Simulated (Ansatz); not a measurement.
## Changed inputs in constrained RPA: WCl2 (1T sheet)

Aim: hold the target of a cRPA run on WCl2 (1T sheet) and move one thing at a time.

Program: Ansatz 0.2.0. Level of theory: constrained RPA on PBEsol, plane waves, PAW. Results are calculated unless marked as measured.

Most raw output is cut from this account.

**1. Set-up**

The cell holds 3 atoms: 1 W and 2 Cl. Cell: a = 3.069 Å, b = 3.069 Å, c = 30.112 Å, α = 90.0°, β = 90.0°, γ = 120.0°. Vacuum lies along c.

Structure file:

```cif
data_structure
_symmetry_space_group_name_H-M 'P 1'
_symmetry_Int_Tables_number 1
_cell_length_a 3.0690
_cell_length_b 3.0690
_cell_length_c 30.1118
_cell_angle_alpha 90.000
_cell_angle_beta 90.000
_cell_angle_gamma 120.000
_cell_volume 245.62
loop_
_atom_site_label
_atom_site_type_symbol
_atom_site_fract_x
_atom_site_fract_y
_atom_site_fract_z
_atom_site_occupancy
W1 W 0.00000 0.00000 0.31808 1
Cl2 Cl 0.33333 0.66667 0.37545 1
Cl3 Cl 0.66667 0.33333 0.26071 1
```

The structure was relaxed with PBEsol. The structure was generated from a model, not taken from a measurement. The runs that relaxed it are not among those shown. The program's search for lower electronic states was switched off, so nothing shows that the state found is the lowest. Spin-orbit coupling is left out unless a step names it. The default PAW set here is soft_2. Its files were made with PBE. The Coulomb interaction is cut off across the vacuum.

**2. Base: W t2g, bands v2 to c1, 6×6×1 mesh, medium accuracy**

Constrained RPA screens the interaction with every transition except those inside the target bands, which a later many-body model would treat itself.

Contents of input.yaml:

```yaml
crystal:
  lattice:
    - [0.0, 2.17013465, 2.17013465]
    - [2.17013465, -2.17013465, 0.0]
    - [17.38503569, 17.38503569, -17.38503569]
  atoms:
    - { symbol: W, position: [0.0, 0.0, 0.3180797022] }
    - { symbol: Cl, position: [0.3333333333, 0.6666666667, 0.375446635] }
    - { symbol: Cl, position: [0.6666666667, 0.3333333333, 0.2607127693] }
  periodic: [true, true, false]
kpoints:
  mp_grid: { grid: [12, 12, 1] }
hamiltonian:
  xc: pbesol
scf:
  occupations: { method: gaussian, width: 0.08 }
  n_extra_bands: 19
  max_iter: 150
  lower_state_search: "off"
output:
  crpa:
    kmesh: [6, 6, 1]
    target_bands: [v2, c1]
    projections: [{ species: W, l: d, shell: 5, orbitals: [dxz, dyz, dxy] }]
  local_orbitals:
    kmesh: [12, 12, 1]
    orbitals: [{ species: W, l: d, shell: 5, orbitals: [dxz, dyz, dxy] }]
    window: { bands: [v2, c1] }
    seedname: lo
```

Run with:

```console
> ansatz run input.yaml --threads 8 --pin off --max-ram 14745MiB --backend cpu --events-out ev --progress --plain --runs-dir out
```

It took 26 s on 8 threads of Arm Neoverse V2, shared host; peak memory 2.2 GiB.

Numbers from this step:

- U: 2.381 eV
- U prime (inter-orbital): 1.961 eV
- J: 0.1788 eV
- bare V: 8.584 eV
- bare J: 0.2762 eV
- stated bound on U: 0.005101 eV
- U over bare V: 0.2774
- electrons in the window: 4.000
- head of the constrained inverse dielectric matrix: 0.6154
- least eigenvalue of the projection's overlap: 0.2669
- target functions: 3
- bands in the sums: 30
- r.m.s. miss of the model bands: 0.01035 eV
- width of the target bands: 5.331 eV
- weight of the projected orbitals in the window: 0.7688

On the W t2g shell, screening brings the on-site interaction from 8.6 eV down to U = 2.38 eV.

**3. Changed: 9×9×1 mesh**

input.yaml, as its differences from that of step 2:

```diff
@@ -21,9 +21,4 @@
   crpa:
-    kmesh: [6, 6, 1]
+    kmesh: [9, 9, 1]
     target_bands: [v2, c1]
     projections: [{ species: W, l: d, shell: 5, orbitals: [dxz, dyz, dxy] }]
-  local_orbitals:
-    kmesh: [12, 12, 1]
-    orbitals: [{ species: W, l: d, shell: 5, orbitals: [dxz, dyz, dxy] }]
-    window: { bands: [v2, c1] }
-    seedname: lo
```

Elapsed: 73 s, on 8 threads; peak memory 2.4 GiB; 9.1 min of CPU time.

Numbers from this step:

```yaml
u: 2.292 eV
u_prime_inter_orbital: 1.873 eV
j: 0.1775 eV
bare_v: 8.523 eV
bare_j: 0.2738 eV
stated_bound_on_u: 0.004956 eV
u_over_bare_v: 0.2689
electrons_in_the_window: 4.000
head_of_the_constrained_inverse_dielectric_matrix: 0.6310
least_eigenvalue_of_the_projection_s_overlap: 0.2116
target_functions: 3
bands_in_the_sums: 30
width_of_the_target_bands: 5.331 eV
weight_of_the_projected_orbitals_in_the_window: 0.7688
```

On the W t2g shell, screening brings the on-site interaction from 8.5 eV down to U = 2.29 eV.

**4. Changed: sums over states**

input.yaml, as its differences from that of step 3:

```diff
@@ -21,4 +21,7 @@
   crpa:
-    kmesh: [9, 9, 1]
+    kmesh: [6, 6, 1]
     target_bands: [v2, c1]
     projections: [{ species: W, l: d, shell: 5, orbitals: [dxz, dyz, dxy] }]
+    accuracy: sum_over_states
+    n_empty_bands: 28
+    ecut_chi: 250
```

Wall time 11 s (8 threads); peak memory 0.92 GiB; 71 s of CPU time.

This variant gives U = 2.47 eV against 2.38 eV. It is a finite sum over empty states with no bound on its error and stays out of the table below.

**5. Changed: accuracy low**

input.yaml, as its differences from that of step 4:

```diff
@@ -24,4 +24,2 @@
     projections: [{ species: W, l: d, shell: 5, orbitals: [dxz, dyz, dxy] }]
-    accuracy: sum_over_states
-    n_empty_bands: 28
-    ecut_chi: 250
+    accuracy: low
```

It took 18 s on 8 threads; peak memory 2.2 GiB; 2.1 min of CPU time.

This step gave:

```
U                                                 : 2.373 eV
U prime (inter-orbital)                           : 1.955 eV
J                                                 : 0.1779 eV
bare V                                            : 8.584 eV
bare J                                            : 0.2762 eV
stated bound on U                                 : 0.06839 eV
U over bare V                                     : 0.2764
electrons in the window                           : 4.000
head of the constrained inverse dielectric matrix : 0.6151
least eigenvalue of the projection's overlap      : 0.2669
target functions                                  : 3
bands in the sums                                 : 30
width of the target bands                         : 5.331 eV
weight of the projected orbitals in the window    : 0.7688
```

On the W t2g shell, screening brings the on-site interaction from 8.6 eV down to U = 2.37 eV.

**6. Changed: one k-point**

input.yaml, as its differences from that of step 5:

```diff
@@ -21,5 +21,4 @@
   crpa:
-    kmesh: [6, 6, 1]
+    kmesh: [1, 1, 1]
     target_bands: [v2, c1]
     projections: [{ species: W, l: d, shell: 5, orbitals: [dxz, dyz, dxy] }]
-    accuracy: low
```

Run time: 5.3 s. Hardware: 8 threads; peak memory 1.3 GiB; 35 s of CPU time.

The run ended normally, though the input holds a fault or crude settings.

The fault put into this input: one k-point. It printed U = 2.22 eV, which is no property of the model meant.

**7. Changed: strain -1.5%**

The cell differs from the one that the last finished run ended in (a 3.069 → 3.023 Å, b 3.069 → 3.023 Å).

input.yaml, the sections that differ from step 6:

```yaml
crystal:
  lattice:
    - [0.0, 2.1375826302, 2.1375826302]
    - [2.1375826302, -2.1375826302, 0.0]
    - [17.38503569, 17.38503569, -17.38503569]
  atoms:
    - { symbol: W, position: [0.0, 0.0, 0.3180797022] }
    - { symbol: Cl, position: [0.3333333333, 0.6666666667, 0.375446635] }
    - { symbol: Cl, position: [0.6666666667, 0.3333333333, 0.2607127693] }
  periodic: [true, true, false]
output:
  crpa:
    kmesh: [6, 6, 1]
    target_bands: [v2, c1]
    projections: [{ species: W, l: d, shell: 5, orbitals: [dxz, dyz, dxy] }]
  local_orbitals:
    kmesh: [12, 12, 1]
    orbitals: [{ species: W, l: d, shell: 5, orbitals: [dxz, dyz, dxy] }]
    window: { bands: [v2, c1] }
    seedname: lo
# kpoints, hamiltonian, scf: as in step 6
```

It took 30 s on 8 threads; peak memory 2.2 GiB; 3.6 min of CPU time.

Numbers from this step:

```
U                                                 : 2.344 eV
U prime (inter-orbital)                           : 1.933 eV
J                                                 : 0.1737 eV
bare V                                            : 8.471 eV
bare J                                            : 0.2676 eV
stated bound on U                                 : 0.004962 eV
U over bare V                                     : 0.2767
electrons in the window                           : 4.000
head of the constrained inverse dielectric matrix : 0.6087
least eigenvalue of the projection's overlap      : 0.2483
target functions                                  : 3
bands in the sums                                 : 30
r.m.s. miss of the model bands                    : 0.01299 eV
width of the target bands                         : 5.599 eV
weight of the projected orbitals in the window    : 0.7561
```

On the W t2g shell, screening brings the on-site interaction from 8.5 eV down to U = 2.34 eV.

**8. Side by side**

Times are wall times on 8 threads of Arm Neoverse V2, shared host, good to a factor of about two.

| run | bare V (eV) | U (eV) | J (eV) | bound on U (eV) | width (eV) | time |
| --- | --- | --- | --- | --- | --- | --- |
| target window | 8.58 | 2.381 | 0.179 | 0.0051 | 5.33 | 26 s |
| 9×9×1 mesh | 8.52 | 2.292 | 0.177 | 0.0050 | 5.33 | 73 s |
| accuracy low | 8.58 | 2.373 | 0.178 | 0.0684 | 5.33 | 18 s |
| strain -1.5% | 8.47 | 2.344 | 0.174 | 0.0050 | 5.60 | 30 s |

**9. Summary of results**

* target window: U 2.38 eV, J 0.18 eV
* 9×9×1 mesh: U 2.29 eV, J 0.18 eV
* accuracy low: U 2.37 eV, J 0.18 eV
* strain -1.5%: U 2.34 eV, J 0.17 eV

In words: 9×9×1 mesh moves U by −0.09 eV at 2.8 times the time. Accuracy low moves U by −0.01 eV (within the solver's bounds, for the mean over orbitals). Strain -1.5% moves U by −0.04 eV. The printed bound covers the solver alone, not the mesh. The parent state is non-magnetic and the interaction static (zero frequency); U depends on the window and the orbitals, so it belongs to this model alone. Spin-orbit coupling, which is strong for atoms this heavy, is left out.

[Paths, hosts, dates, memory and timing lines, banners, echoed tables and standing remarks are left out of the program output.]

[Logs are printed without paths, hosts, clocks, repeated set-up lines and the standing remarks that a program may print on its own settings, such as how far it seeks lower states.]

[Runs of the session that timed out or met a known fault of the program may be left out.]

[Hosts, paths, dates, database ids (printed as entryN), source tags and the programs' standing remarks are cut or masked in the printed files.]
